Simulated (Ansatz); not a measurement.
## Mg3PbO (model cell, started as antiperovskite): relaxing the cell for a phonon run: relaxation, smearing width 0.02 eV

Ansatz 0.2.0; DFT LDA, scalar-relativistic, plane waves, PAW; PAW set soft_1.

The structure was built from a prototype and need not be the compound's stable phase.

It takes space group Pm-3m (No. 221, cubic). The conventional cell has a = 4.325 Å, b = 4.325 Å, c = 4.325 Å, α = 90.00°, β = 90.00°, γ = 90.00°. Pb has 12 Mg at 3.06 Å nearest. Nearest to O lie 6 Mg at 2.16 Å. Nearest to Mg lie 2 O at 2.16 Å. Farther neighbours and most contacts between anions are not listed.

Little changed from the start: no atom moved by 0.005 Å and no cell edge by 0.1 %.

This step gave:

* pressure: 0.04414 GPa
* gap on the k-mesh: 0 eV

ELF in the ac plane at fractional y = 0.500, with atoms of O and Mg within 0.2 Å of it. It is the smooth field of the valence electrons, not physical close to the nuclei.

Ten even steps from '_' (0.05) to '@' (0.81), each cell a mean:
```
::::::..__::--::--..__::::::
::::::..____::--::____::::::
::::::..____________....::::
______..::==++**++--....____
::..__..++%%@@@@@@##--____..
----__..##@@@@%%@@@@++__::--
..--....%%@@**==%%@@**__--::
::--....##@@%%**@@@@++__::--
--::__..**@@@@@@@@%%==____::
______..--**##%%##++::______
............................
::::::..____....______::::::
::::::..__::------..__::::::
::::::..__--::..--::__::::::
```
Columns run along a (4.3 Å), rows up along c (4.3 Å). Atoms in or near the plane, at fractional coordinates: O at (0.50, 0.50), Mg at (0.50, 0.00), Mg at (0.00, 0.50).

Electrostatic potential energy in the ac plane at fractional y = 0.500, with atoms of O and Mg within 0.2 Å of it. With pseudopotentials it is smooth inside the atoms' cores, unlike the true potential.

Ten even steps from '_' (-83 eV) to '@' (12 eV), each cell a mean:
```
@@@@@@@@%%++..__::##@@@@@@@@
@@@@@@@@@@##++==**%%@@@@@@@@
@@@@@@@@@@@@%%%%%%@@@@@@@@@@
@@@@@@@@@@@@@@@@@@@@@@@@@@@@
**##%%@@@@@@%%%%%%@@@@@@%%##
..--##@@@@%%**++**%%@@%%**::
__..**@@@@**++==++%%@@%%==__
__::##@@@@##++++**%%@@%%++..
==**%%@@@@@@##**%%@@@@@@##++
%%%%@@@@@@@@@@@@@@@@@@@@@@%%
@@@@@@@@@@@@@@@@@@@@@@@@@@@@
@@@@@@@@@@%%##**##%%@@@@@@@@
@@@@@@@@%%**::..--##@@@@@@@@
@@@@@@@@%%==____..**@@@@@@@@
```
Columns run along a (4.3 Å; values clipped at the 3rd and 97th percentile), rows up along c (4.3 Å). Atoms in or near the plane, at fractional coordinates: O at (0.50, 0.50), Mg at (0.50, 0.00), Mg at (0.00, 0.50).

Valence density in the ac plane at fractional y = 0.500, with atoms of O and Mg within 0.2 Å of it. It is the smooth field of the valence electrons, not physical close to the nuclei.

Ten steps, logarithmic in the rise over the least value, from '_' (0 e/Å³) to '@' (25 e/Å³), each cell a mean:
```
__________==%%@@##::________
__________..==++==__________
______________..____________
__________........__________
--..____..::------..______::
%%**..__..==++**++--..__==##
@@%%--..::++**##**--....++@@
@@##::..::==****++--..__==%%
++==____..--==++==::..__..==
__________..::::....________
____________....____________
____________::--..__________
__________==##%%**..________
__________++@@@@%%--________
```
Columns run along a (4.3 Å), rows up along c (4.3 Å). Atoms in or near the plane, at fractional coordinates: O at (0.50, 0.50), Mg at (0.50, 0.00), Mg at (0.00, 0.50).

What was run to get this?

The system, level and task follow from the heading and the kind of results. Meshes, cutoffs and thresholds can't be read from the results; these are the ones that the run used.

input.yaml

```yaml
crystal:
  lattice:
    - [4.3248, 0.0, 0.0]
    - [0.0, 4.3248, 0.0]
    - [0.0, 0.0, 4.3248]
  atoms:
    - { symbol: Pb, position: [0.0, 0.0, 0.0] }
    - { symbol: O, position: [0.5, 0.5, 0.5] }
    - { symbol: Mg, position: [0.5, 0.5, 0.0] }
    - { symbol: Mg, position: [0.5, 0.0, 0.5] }
    - { symbol: Mg, position: [0.0, 0.5, 0.5] }
kpoints:
  mp_grid: { grid: [8, 8, 8] }
hamiltonian:
  xc: lda
  pseudopotentials: { kind: paw, azcp: { folder: soft_1 }, xc_functional: pbe }
scf:
  occupations: { method: gaussian, width: 0.02 }
output:
  forces: true
  stress: true
  eigenvalues: true
  write_density: true
  write_potential: true
  elf: true
  volumetric_format: npy
relax:
  adjacent_minimum: "off"
  f_tol: 0.005
  max_steps: 80
  cell: { stress_tol: 0.05 }
```

Command:

```console
$ ansatz run input.yaml --threads 8 --pin off --max-ram 16384MiB --backend cpu --events-out ev --progress --plain --runs-dir out
```

[Logs are printed without paths, hosts, clocks, repeated set-up lines and the standing remarks that a program may print on its own settings, such as how far it seeks lower states.]

[Hosts, paths, dates, database ids (printed as entryN), source tags and the programs' standing remarks are cut or masked in the printed files.]
